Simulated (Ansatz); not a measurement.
# The perfect GaP wire along [110], 16 atoms a period, H-terminated

Wanted: the relaxed geometry and the bands of the GaP wire along [110], 16 atoms a period, H-terminated.

Program: Ansatz 0.2.0. Level of theory: DFT PBE, plane waves, PAW; relaxation of a wire's period; PAW set soft_1, in the first sound run; inputs show where later runs differ. Results are calculated unless marked as measured.

## (1) Set-up

The cell holds 28 atoms: 8 P, 12 H and 8 Ga. Cell: a = 18.180 Å, b = 17.172 Å, c = 3.896 Å, α = 90.0°, β = 90.0°, γ = 90.0°. Vacuum lies along a and b. The structure's axis is c.

## (2) The relaxed wire

Band widths follow the bond lengths, so the wire is relaxed first. The atoms and the third cell vector are free; the box across stays fixed as vacuum. A Fermi-Dirac smearing is set since the result may be a metal. The pressure printed is a third of the stress's trace over the whole box, vacuum included; only the stress along the axis is relaxed.

input.yaml

```yaml
crystal:
  lattice:
    - [18.18, 0.0, 0.0]
    - [0.0, 17.172, 0.0]
    - [0.0, 0.0, 3.8961583643]
  atoms:
    - { symbol: P, position: [0.383971996, 0.386567888, 0.0] }
    - { symbol: H, position: [0.409565317, 0.197996739, 0.0] }
    - { symbol: Ga, position: [0.459742073, 0.273122793, 0.0] }
    - { symbol: Ga, position: [0.459742073, 0.500012984, 0.0] }
    - { symbol: P, position: [0.687052304, 0.386567888, 0.0] }
    - { symbol: H, position: [0.732465444, 0.318574055, 0.0] }
    - { symbol: Ga, position: [0.762822381, 0.500012984, 0.0] }
    - { symbol: H, position: [0.187018702, 0.500012984, 0.200322728] }
    - { symbol: H, position: [0.812999137, 0.500012984, 0.331111951] }
    - { symbol: P, position: [0.232431842, 0.500012984, 0.5] }
    - { symbol: H, position: [0.258025163, 0.311441835, 0.5] }
    - { symbol: H, position: [0.258025163, 0.688584134, 0.5] }
    - { symbol: Ga, position: [0.308201919, 0.386567888, 0.5] }
    - { symbol: Ga, position: [0.308201919, 0.61345808, 0.5] }
    - { symbol: P, position: [0.53551215, 0.273122793, 0.5] }
    - { symbol: P, position: [0.53551215, 0.726903175, 0.5] }
    - { symbol: P, position: [0.53551215, 0.500012984, 0.5] }
    - { symbol: H, position: [0.58092529, 0.205128959, 0.5] }
    - { symbol: H, position: [0.58092529, 0.794897009, 0.5] }
    - { symbol: Ga, position: [0.611282227, 0.386567888, 0.5] }
    - { symbol: Ga, position: [0.611282227, 0.61345808, 0.5] }
    - { symbol: H, position: [0.812999137, 0.500012984, 0.668888049] }
    - { symbol: H, position: [0.187018702, 0.500012984, 0.799677272] }
    - { symbol: P, position: [0.383971996, 0.61345808, 0.0] }
    - { symbol: H, position: [0.409565317, 0.802029229, 0.0] }
    - { symbol: Ga, position: [0.459742073, 0.726903175, 0.0] }
    - { symbol: P, position: [0.687052304, 0.61345808, 0.0] }
    - { symbol: H, position: [0.732465444, 0.681451913, 0.0] }
kpoints:
  mp_grid: { grid: [1, 1, 21] }
scf:
  occupations: { method: fermi_dirac, width: 0.05 }
hamiltonian:
  xc: pbe
  pseudopotentials: { kind: paw, azcp: { folder: soft_1 } }
relax:
  cell: { fix: [a, b, alpha, beta, gamma] }
  max_steps: 45
  f_tol: 0.03
```

Launch:

```console
$ ansatz run input.yaml --threads 4 --pin off --max-ram 16384MiB --backend cpu --events-out ev --progress --plain --runs-dir out
```

Numbers of over 12 decimals in the logs are rounded to 6 here.

Log:

```text
Engine: ansatz 0.2.0, aarch64-unknown-linux-gnu
Pseudopotentials: kind: paw
Pseudopotential: P, paw, valence charge 5, recommended cutoff 420 eV (normal), soft_1/P.paw.azcp
Pseudopotential: H, paw, valence charge 1, recommended cutoff 420 eV (normal), soft_1/H.paw.azcp
Pseudopotential: Ga, paw, valence charge 13, recommended cutoff 420 eV (normal), soft_1/Ga.paw.azcp
Functional definition: PBE
  parameter kappa = 0.804
  parameter beta = 0.066725
  exchange = pbe_x(kappa = kappa, mu = beta*pi^2/3)
  correlation = pbe_c(beta = beta)
Crystal: 28 atoms, lattice volume = 1216.330 Å³
Basis set: ecut = 420 eV, 23797 PW (Γ), exchange–correlation on 250×240×54 points (8 copies of the dense FFT grid, shifted against one another)
Bands: 106, of which v1, the nominal top of the filled ones, is band 78 counted from 1 (77 counted from 0)
Symmetry: 4 space group operations
Space group: Pmm2 (ITA 25), of the structure as read, at distance tolerance 1.1e-4 Å
k-points: 11 of 21
Non-local potential: P, projectors of the file, l = 0: 2, l = 1: 2, l = 2: 1
Non-local potential: H, projectors of the file, l = 0: 2, l = 1: 1
Non-local potential: Ga, projectors of the file, l = 0: 2, l = 1: 2, l = 2: 3, l = 3: 1
PAW form: soft (Blöchl's): semilocal exchange-correlation on the pseudo side does not see the compensation charge
PAW one-centre angular grid: P, 110 points (default); XC on 64 Gauss nodes
PAW one-centre angular grid: H, 110 points (default); XC on 64 Gauss nodes
PAW one-centre angular grid: Ga, 590 points (default); XC on 64 Gauss nodes
Initial density: superposition of atomic densities (neutral atoms: chi_scale 0, normalization atom)
Initial wavefunctions: pseudopotential atomic-orbital guess
Functional: x = pbe(κ = 0.804, μ = 0.219515), c = pbe(β = 0.066725)
SCF iter   1: F=—  HF=-36507.713207 eV  |F-HF|=—  |Δ(HF+E_count)|=         —  Δρ=3.69e-2  dr2=1.67e1  ethr=3.10e-3  ⟨swp⟩=9.1  Hψ=5897  notcnv=0  defer=51
preconditioner: auto → Resta (q_TF=auto, 1.937 Å⁻¹)  ε∞=1.9  [insulator: Δε(μ)=2.178 eV  Ē_g=13.814 eV  σ=0.050 eV  W_gap=1.00  n_scr=146 (ndim 8)  ℏωp=13.3 eV  f_vac=0.571  D(μ)=0.00/eV (n_scr^D=0)  ε∞_Penn≈1.9  vacuum switching on, ρ_ref=1.4e-2 e/Å³]
SCF iter   2: F=—  HF=-36503.319749 eV  |F-HF|=—  |Δ(HF+E_count)|=    4.39e0  Δρ=1.70e-2  dr2=2.96e0  ethr=3.10e-3  ⟨swp⟩=4.0  Hψ=2639  notcnv=0  defer=221
SCF iter   3: F=—  HF=-36502.749564 eV  |F-HF|=—  |Δ(HF+E_count)|=   5.70e-1  Δρ=4.39e-3  dr2=4.59e-1  ethr=1.90e-3  ⟨swp⟩=3.5  Hψ=2404  notcnv=0  defer=185
SCF iter   4: F=—  HF=-36502.621188 eV  |F-HF|=—  |Δ(HF+E_count)|=   1.28e-1  Δρ=1.63e-3  dr2=5.20e-2  ethr=2.94e-4  ⟨swp⟩=4.5  Hψ=2147  notcnv=0  defer=185
SCF iter   5: F=—  HF=-36502.618616 eV  |F-HF|=—  |Δ(HF+E_count)|=   2.57e-3  Δρ=6.19e-4  dr2=6.83e-3  ethr=3.33e-5  ⟨swp⟩=3.9  Hψ=1980  notcnv=0  defer=165
SCF iter   6: F=—  HF=-36502.619557 eV  |F-HF|=—  |Δ(HF+E_count)|=   9.40e-4  Δρ=2.47e-4  dr2=1.74e-3  ethr=4.38e-6  ⟨swp⟩=2.0  Hψ=1714  notcnv=0  defer=165
SCF iter   7: F=—  HF=-36502.619986 eV  |F-HF|=—  |Δ(HF+E_count)|=   4.29e-4  Δρ=1.56e-4  dr2=1.42e-3  ethr=1.12e-6  ⟨swp⟩=2.0  Hψ=1277  notcnv=0  defer=165
SCF iter   8: F=—  HF=-36502.619902 eV  |F-HF|=—  |Δ(HF+E_count)|=   8.44e-5  Δρ=5.94e-5  dr2=5.54e-5  ethr=9.11e-7  ⟨swp⟩=2.0  Hψ=1094  notcnv=0  defer=165
SCF iter   9: F=—  HF=-36502.619791 eV  |F-HF|=—  |Δ(HF+E_count)|=   1.11e-4  Δρ=2.42e-5  dr2=1.19e-5  ethr=3.55e-8  ⟨swp⟩=2.6  Hψ=1975  notcnv=0  defer=165
SCF iter  10: F=—  HF=-36502.619800 eV  |F-HF|=—  |Δ(HF+E_count)|=   8.62e-6  Δρ=7.99e-6  dr2=1.54e-6  ethr=7.60e-9  ⟨swp⟩=2.0  Hψ=1404  notcnv=0  defer=165
SCF iter  11: F=-36502.619800 eV  HF=-36502.619800 eV  |F-HF|=5.04e-8  |Δ(HF+E_count)|=   6.89e-7  Δρ=2.39e-6  dr2=9.30e-8  ethr=6.41e-11  ⟨swp⟩=4.0  Hψ=4634  notcnv=0
SCF 1 converged in 11 iterations: F = -36502.619800 eV  dr2 = 9.30e-8
  greatest PAW one-centre occupation: 0.994 electrons in one spin orbital (limit 2), on the Ga atom at site 12 (counted from 0), in its partial waves of l = 2
relax step   1: F+E_penalty+E_count = -36502.61980044 eV  Δ(F+E_penalty+E_count) = +0.000e0 eV  max|allowed force component| = 1.391e0 eV/Å  Δτ_max = 0.0000 Å  P = +0.153 GPa  Ω = 1216.330 Å³  fix = [a, b, alpha, beta, gamma]  reactions: a -0.127, b -0.196 GPa  (11 SCF iters, dr2 threshold 1.00e-7 eV, accepted)
Crystal: 28 atoms, lattice volume = 1240.390 Å³
Basis set: ecut = 420 eV, 24265 PW (Γ), exchange–correlation on 250×240×54 points (8 copies of the dense FFT grid, shifted against one another)
Initial density: handed on by an earlier stage of this run
Initial wavefunctions: those handed on with the density
iter 1 solved again at ethr=4.58e-4 eV; its pass at ethr=3.10e-3 eV (dr2=7.15e-1 eV) is discarded
SCF iter   1: F=—  HF=-36503.470457 eV  |F-HF|=—  |Δ(HF+E_count)|=         —  Δρ=1.01e-2  dr2=7.19e-1  ethr=4.58e-4  ⟨swp⟩=4.3  Hψ=6944  notcnv=0  defer=3
preconditioner: auto → Resta (q_TF=auto, 1.931 Å⁻¹)  ε∞=1.9  [insulator: Δε(μ)=0.621 eV  Ē_g=13.888 eV  σ=0.050 eV  W_gap=1.00  n_scr=158 (ndim 8)  ℏωp=13.2 eV  f_vac=0.617  D(μ)=0.01/eV (n_scr^D=0)  ε∞_Penn≈1.9  vacuum switching on, ρ_ref=1.4e-2 e/Å³]
SCF iter   2: F=—  HF=-36503.361702 eV  |F-HF|=—  |Δ(HF+E_count)|=   1.09e-1  Δρ=4.89e-3  dr2=1.48e-1  ethr=4.58e-4  ⟨swp⟩=4.3  Hψ=2269  notcnv=0  defer=1
SCF iter   3: F=—  HF=-36503.361994 eV  |F-HF|=—  |Δ(HF+E_count)|=   2.92e-4  Δρ=1.35e-3  dr2=6.91e-2  ethr=9.46e-5  ⟨swp⟩=3.0  Hψ=1768  notcnv=0  defer=186
SCF iter   4: F=—  HF=-36503.350780 eV  |F-HF|=—  |Δ(HF+E_count)|=   1.12e-2  Δρ=2.96e-4  dr2=1.67e-3  ethr=4.43e-5  ⟨swp⟩=2.5  Hψ=1322  notcnv=0  defer=186
SCF iter   5: F=—  HF=-36503.350697 eV  |F-HF|=—  |Δ(HF+E_count)|=   8.24e-5  Δρ=1.05e-4  dr2=2.43e-4  ethr=1.07e-6  ⟨swp⟩=2.0  Hψ=1913  notcnv=0  defer=204
SCF iter   6: F=—  HF=-36503.350688 eV  |F-HF|=—  |Δ(HF+E_count)|=   9.58e-6  Δρ=3.96e-5  dr2=3.45e-5  ethr=1.56e-7  ⟨swp⟩=2.0  Hψ=1733  notcnv=0  defer=204
SCF iter   7: F=—  HF=-36503.350691 eV  |F-HF|=—  |Δ(HF+E_count)|=   2.78e-6  Δρ=1.39e-5  dr2=3.79e-6  ethr=2.21e-8  ⟨swp⟩=2.7  Hψ=1989  notcnv=0  defer=204
SCF iter   8: F=-36503.350691 eV  HF=-36503.350691 eV  |F-HF|=1.46e-7  |Δ(HF+E_count)|=   8.28e-7  Δρ=4.82e-6  dr2=2.95e-7  ethr=1.79e-9  ⟨swp⟩=5.1  Hψ=3837  notcnv=0
SCF 2 converged in 8 iterations: F = -36503.350691 eV  dr2 = 2.95e-7
  greatest PAW one-centre occupation: 0.994 electrons in one spin orbital (limit 2), on the Ga atom at site 13 (counted from 0), in its partial waves of l = 2
[...]
relax step   6: F+E_penalty+E_count = -36503.39447162 eV  Δ(F+E_penalty+E_count) = -3.336e-3 eV  max|allowed force component| = 6.255e-3 eV/Å  Δτ_max = 0.0290 Å  P = -0.003 GPa  Ω = 1248.620 Å³  energy of the carried Pulay correction = -4.390e-3 eV  fix = [a, b, alpha, beta, gamma]  reactions: a -0.011, b +0.006 GPa  (10 SCF iters, accepted)
Initial wavefunctions: pseudopotential atomic-orbital guess (no wavefunctions were taken with the density)
iter 1 solved again at ethr=2.90e-6 eV; its pass at ethr=3.10e-3 eV (dr2=4.53e-3 eV) is discarded
SCF iter   1: F=—  HF=-36503.371865 eV  |F-HF|=—  |Δ(HF+E_count)|=         —  Δρ=2.13e-4  dr2=1.50e-5  ethr=2.90e-6  ⟨swp⟩=5.5  Hψ=9961  notcnv=0
eigensolver tolerance schedule: the retry pair's looser diagonalisation over-reported the residual by 301.37 of it (diagonalisation noise at 0.39 of the residual, at the tolerance the schedule requests for it); recorded, not acted on — ethr = c·dr2/N_el stays at c = 1.0e-1
preconditioner: auto → Resta (q_TF=auto, 1.929 Å⁻¹)  ε∞=1.9  [insulator: Δε(μ)=0.953 eV  Ē_g=13.895 eV  σ=0.050 eV  W_gap=1.00  n_scr=158 (ndim 8)  ℏωp=13.1 eV  f_vac=0.616  D(μ)=0.00/eV (n_scr^D=0)  ε∞_Penn≈1.9  vacuum switching on, ρ_ref=1.4e-2 e/Å³]
SCF iter   2: F=—  HF=-36503.390214 eV  |F-HF|=—  |Δ(HF+E_count)|=   1.83e-2  Δρ=1.07e-4  dr2=4.84e-6  ethr=9.60e-9  ⟨swp⟩=3.1  Hψ=2651  notcnv=0  defer=4
SCF iter   3: F=—  HF=-36503.398785 eV  |F-HF|=—  |Δ(HF+E_count)|=   8.57e-3  Δρ=1.97e-5  dr2=1.52e-6  ethr=3.10e-9  ⟨swp⟩=3.5  Hψ=2688  notcnv=0  defer=4
SCF iter   4: F=—  HF=-36503.399317 eV  |F-HF|=—  |Δ(HF+E_count)|=   5.32e-4  Δρ=2.57e-6  dr2=7.02e-8  ethr=9.77e-10  ⟨swp⟩=2.6  Hψ=2378  notcnv=0  defer=6
SCF iter   5: F=—  HF=-36503.399329 eV  |F-HF|=—  |Δ(HF+E_count)|=   1.19e-5  Δρ=8.18e-7  dr2=1.12e-8  ethr=4.50e-11  ⟨swp⟩=2.0  Hψ=1468  notcnv=0  defer=6
SCF iter   6: F=—  HF=-36503.399330 eV  |F-HF|=—  |Δ(HF+E_count)|=   9.08e-7  Δρ=3.66e-7  dr2=2.56e-9  ethr=7.18e-12  ⟨swp⟩=2.0  Hψ=1711  notcnv=0  defer=7
SCF iter   7: F=-36503.399330 eV  HF=-36503.399330 eV  |F-HF|=4.13e-8  |Δ(HF+E_count)|=   3.72e-7  Δρ=1.06e-7  dr2=1.69e-10  ethr=1.00e-12  ⟨swp⟩=4.2  Hψ=4849  notcnv=0
SCF 7 converged in 7 iterations: F = -36503.399330 eV  dr2 = 1.69e-10
relax step   7: F+E_penalty+E_count = -36503.39933010 eV  Δ(F+E_penalty+E_count) = -4.858e-3 eV  max|allowed force component| = 6.250e-3 eV/Å  Δτ_max = 0.0000 Å  P = -0.001 GPa  Ω = 1248.620 Å³  fix = [a, b, alpha, beta, gamma]  reactions: a -0.010, b +0.007 GPa  stress off target by 7.41e-4 GPa on what of the cell is left free  SCF on the basis re-selected at this cell (its energy is not comparable with the rows above)  (7 SCF iters)
basis re-selected at this cell: Δ(F+E_penalty+E_count) = -4.858e-3 eV, ΔP = +0.002 GPa vs the last step (what re-selecting the basis moved, of the pressure what is left beyond the Pulay correction that the steps carried, after the strain that the cell walked since its last selection, with what the two solves' SCF thresholds leave and, on support functions, any second-order correction that the steps lacked; it is no m [...]
SCF converged after 7 iterations
Free energy (F): -36503.399330 eV
Harris-Foulkes:  -36503.399330 eV  (|F-HF|=4.13e-8)
Internal energy: -36503.399321 eV  (E = F + TS)
E sigma→0 (E₀):  -36503.399326 eV
Entropy (-TS):   -0.000009 eV (-0.000 meV/atom)
Fermi energy:    -0.292635 eV
--- Per-component energies (eV) ---
  E_band       = -1769.177331
  E_kinetic    = 1596.179128
  E_local      = -63346.111272  (includes V_loc(G=0)·N_el)
  E_nonlocal   = -476.546308
  E_hartree    = 32426.259590
  E_xc         = -1190.826690
  E_vxc        = -1065.416363  (∫ρ·V_xc dr)
  E_paw        = -20405.920772  (= ΣΔE_a)
  E_vpaw       = -3329.789192  (= ΣTr[D̂ρ^β])
  E_aug_tail   = -0.013228  (compensation charges beyond the density's cutoff)
  E_ewald      = 14893.580229
  E_smearing   = -0.000009  (= −TS)
  E_closure    = -0.000000  (closes the sum)
  Σ components = -36503.399330   (vs F -36503.399330, Δ=0.00e0)
--- Forces (eV/Å), atoms counted from 1 ---
  atom   1  P      0.00073645    -0.00625042     0.00000000
  atom   2  H      0.00167089     0.00051309     0.00000000
  atom   3  Ga    -0.00156560    -0.00025109     0.00000000
  atom   4  Ga     0.00158351     0.00000000     0.00000000
  atom   5  P      0.00221628    -0.00085699     0.00000000
  atom   6  H     -0.00092657    -0.00176207     0.00000000
  atom   7  Ga    -0.00212563     0.00000000     0.00000000
  atom   8  H     -0.00006176     0.00000000    -0.00083284
  atom   9  H     -0.00230969     0.00000000     0.00209281
  atom  10  P      0.00018741     0.00000000     0.00000000
  atom  11  H     -0.00103567     0.00083191     0.00000000
  atom  12  H     -0.00103567    -0.00083191     0.00000000
  atom  13  Ga    -0.00003997    -0.00393853     0.00000000
  atom  14  Ga    -0.00003997     0.00393853     0.00000000
  atom  15  P      0.00096790     0.00107122     0.00000000
  atom  16  P      0.00096790    -0.00107122     0.00000000
  atom  17  P      0.00284847     0.00000000     0.00000000
  atom  18  H      0.00095482     0.00052139     0.00000000
  atom  19  H      0.00095482    -0.00052139     0.00000000
  atom  20  Ga    -0.00185145     0.00452397     0.00000000
  atom  21  Ga    -0.00185145    -0.00452397     0.00000000
  atom  22  H     -0.00230969     0.00000000    -0.00209281
  atom  23  H     -0.00006176     0.00000000     0.00083284
  atom  24  P      0.00073645     0.00625042     0.00000000
  atom  25  H      0.00167089    -0.00051309     0.00000000
  atom  26  Ga    -0.00156560     0.00025109     0.00000000
  atom  27  P      0.00221628     0.00085699     0.00000000
  atom  28  H     -0.00092657     0.00176207     0.00000000
  max |Σ_I F_I| component: 5.03e-6 eV/Å
--- Stress (GPa, compression-positive) ---
       -0.009760       0.000000       0.000000
        0.000000       0.006927       0.000000
        0.000000       0.000000      -0.000741
  P = ⅓ Tr σ = -0.0012 GPa (-0.012 kbar)
--- Relaxed structure (6 steps of the walk, 5 accepted, 1 SCFs on fresh bases) ---
  F+E_penalty+E_count = -36503.39933010 eV   max|allowed force component| = 6.250e-3 eV/Å   (the final SCF, on the basis selected at the relaxed cell)
  cell:  # Å, volume = 1248.6202 Å³
    - [18.18, 0.0, 0.0]
    - [0.0, 17.172, 0.0]
    - [0.0, 0.0, 3.999591]
  atoms:
    - { symbol: P, position: [0.384423, 0.385394, 0] }
    - { symbol: H, position: [0.410367, 0.192546, 0] }
    - { symbol: Ga, position: [0.456607, 0.269305, 0] }
    - { symbol: Ga, position: [0.458445, 0.500013, 0] }
    - { symbol: P, position: [0.683571, 0.395657, 0] }
    - { symbol: H, position: [0.723897, 0.324470, 0] }
    - { symbol: Ga, position: [0.773776, 0.500013, 0] }
    - { symbol: H, position: [0.194021, 0.500013, 0.236475] }
    - { symbol: H, position: [0.817964, 0.500013, 0.326427] }
    - { symbol: P, position: [0.246263, 0.500013, 0.500000] }
    - { symbol: H, position: [0.256022, 0.306861, 0.500000] }
    - { symbol: H, position: [0.256022, 0.693165, 0.500000] }
    - { symbol: Ga, position: [0.311134, 0.376660, 0.500000] }
    - { symbol: Ga, position: [0.311134, 0.623366, 0.500000] }
    - { symbol: P, position: [0.530530, 0.279288, 0.500000] }
    - { symbol: P, position: [0.530530, 0.720738, 0.500000] }
    - { symbol: P, position: [0.532971, 0.500013, 0.500000] }
    - { symbol: H, position: [0.577175, 0.212594, 0.500000] }
    - { symbol: H, position: [0.577175, 0.787432, 0.500000] }
    - { symbol: Ga, position: [0.610578, 0.388458, 0.500000] }
    - { symbol: Ga, position: [0.610578, 0.611568, 0.500000] }
    - { symbol: H, position: [0.817964, 0.500013, 0.673573] }
    - { symbol: H, position: [0.194021, 0.500013, 0.763525] }
    - { symbol: P, position: [0.384423, 0.614632, 0] }
    - { symbol: H, position: [0.410367, 0.807480, 0] }
    - { symbol: Ga, position: [0.456607, 0.730721, 0] }
    - { symbol: P, position: [0.683571, 0.604369, 0] }
    - { symbol: H, position: [0.723897, 0.675556, 0] }
```

The job ended after 5.3 min (4 threads of Arm Neoverse V1, shared host; peak memory 3.1 GiB; 21 min of CPU time).

The steps of the relaxation:

```tsv
step	energy less that of the first step (eV)	largest force component (eV/Å)	pressure (GPa)	volume (Å³)
1	0.0000	1.3915	0.15	1216.33
2	-0.7309	0.3940	-0.02	1240.39
3	-0.7640	0.1340	-0.01	1247.40
4	-0.7713	0.0730	0.02	1248.36
5	-0.7672	0.0870	-0.02	1247.90
6	-0.7747	0.0063	0.00	1248.62
7*	-0.7795	0.0063	0.00	1248.62
```

Relaxation steps marked * repeat the geometry before them on a plane-wave basis chosen anew for their cell, so energy and pressure can jump there. Relaxation step 5 was tried and not accepted.

Forces are held to the 4 operations that the run works with; a distortion that breaks them can't arise in this run.

```tsv
cell as run	before	after	change
c (Å)	3.896	4.000	+2.7 %
```

The atoms that moved most (Å, along periodic axes as changes of fractional coordinates times the final cell, across vacuum about the mean position):

```tsv
atom	dx	dy	dz	length
P10	0.251	0.000	0.000	0.251
Ga7	0.199	0.000	0.000	0.199
H23	0.127	0.000	-0.145	0.193
H8	0.127	0.000	0.145	0.193
H6	-0.156	0.101	0.000	0.186
H28	-0.156	-0.101	0.000	0.186
Ga14	0.053	0.170	0.000	0.178
Ga13	0.053	-0.170	0.000	0.178
```

This step gave:

```yaml
cell_length_along_the_wire: 4.000 Å
```

The cell's length comes to 4.000 Å with spin left out.

(Continued in part 2 of 3.)

[Logs are printed without paths, hosts, clocks, repeated set-up lines and the standing remarks that a program may print on its own settings, such as how far it seeks lower states.]

[Hosts, paths, dates, database ids (printed as entryN), source tags and the programs' standing remarks are cut or masked in the printed files.]
